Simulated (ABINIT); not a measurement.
Entries from a set of simulations; values are calculated unless marked as measured.

```cif
data_mos2
_symmetry_space_group_name_H-M 'P6_3/mmc'
_symmetry_Int_Tables_number 194
_cell_length_a 3.1690
_cell_length_b 3.1690
_cell_length_c 12.3240
_cell_angle_alpha 90.000
_cell_angle_beta 90.000
_cell_angle_gamma 120.000
_cell_volume 107.18
loop_
_atom_site_label
_atom_site_type_symbol
_atom_site_symmetry_multiplicity
_atom_site_Wyckoff_symbol
_atom_site_fract_x
_atom_site_fract_y
_atom_site_fract_z
_atom_site_occupancy
Mo1 Mo 2 c 0.33333 0.66667 0.25000 1
S1 S 4 f 0.33333 0.66667 0.62300 1
_calc_subject 'Beyond one shot: MoS2 (P6_3/mmc)'
_calc_method 'RPA screening on PBE from quasiparticle energies and orbitals, plane waves, norm-conserving pseudopotentials (and 4 further levels or steps)'
_calc_program 'ABINIT 10.8.3'
_calc_settings 'cutoff 36 Ha, PseudoDojo scalar-relativistic 0.4.1 standard, norm-conserving, ngkpt (3, 3, 1), nband 106, ecuteps 4 Ha, gwcalctyp 27, nfreqre 1, inclvkb 2, shiftk (0, 0, 0), symchi 1, awtr 1, frequency static, cycle 5, q points all but q = 0, 3×3×1 k-mesh'
_calc_notes 'The database entry behind the starting cell differs from other determinations of this structure. The program’s warnings: nproc spkpt=  >= nkpt= * nsppol=. The cell and positions come from the Crystallography Open Database and are kept as given unless a step says otherwise. Limits: no spin-orbit coupling. The first cycle of self-consistent COHSEX takes the full correction, without the factor Z, so it overshoots the one-shot value. The 3×3×1 mesh is coarse for this cell, which bears on the long-range parts of exchange and screening.'
_calc_g0w0 '1.733 eV'
_calc_self_consistent_cohsex_cycle_1 '1.896 eV'
_calc_self_consistent_cohsex_cycle_2 '1.744 eV'
_calc_self_consistent_cohsex_cycle_3 '1.721 eV'
_calc_self_consistent_cohsex_cycle_4 '1.798 eV'
_calc_self_consistent_cohsex_cycle_5 '1.806 eV'
_calc_known_limits 'short of the basis limit; no spin-orbit coupling; coarse k mesh'
```

[Long decimals in the printed logs are rounded to 6 places.]

[Logs are printed without paths, hosts, clocks, repeated set-up lines and the standing remarks that a program may print on its own settings, such as how far it seeks lower states.]

[Paths, hosts, dates, memory and timing lines, banners, echoed tables and standing remarks are left out of the program output; an Ansatz launch command may be rebuilt from the run's recorded settings. Measured values are a selection of at most five: reports struck by readers or far from the other reports are left out. None is set beside runs whose start may be inverted or whose files or cutoffs have a known fault.]

[Runs of the session that timed out or met a known fault of the program may be left out.]

[Hosts, paths, dates, database ids (printed as entryN), source tags and the programs' standing remarks are cut or masked in the printed files.]

[G0W0 gaps are taken among the corrected bands and points alone; a level outside them can change the order at an edge.]

[Where Ansatz stands beside ABINIT at settings called matched, ABINIT's density can come from a denser mesh and the files from another edition; pairs whose starting gaps differed by over 0.03 eV were left out, so agreement reads better than it is.]
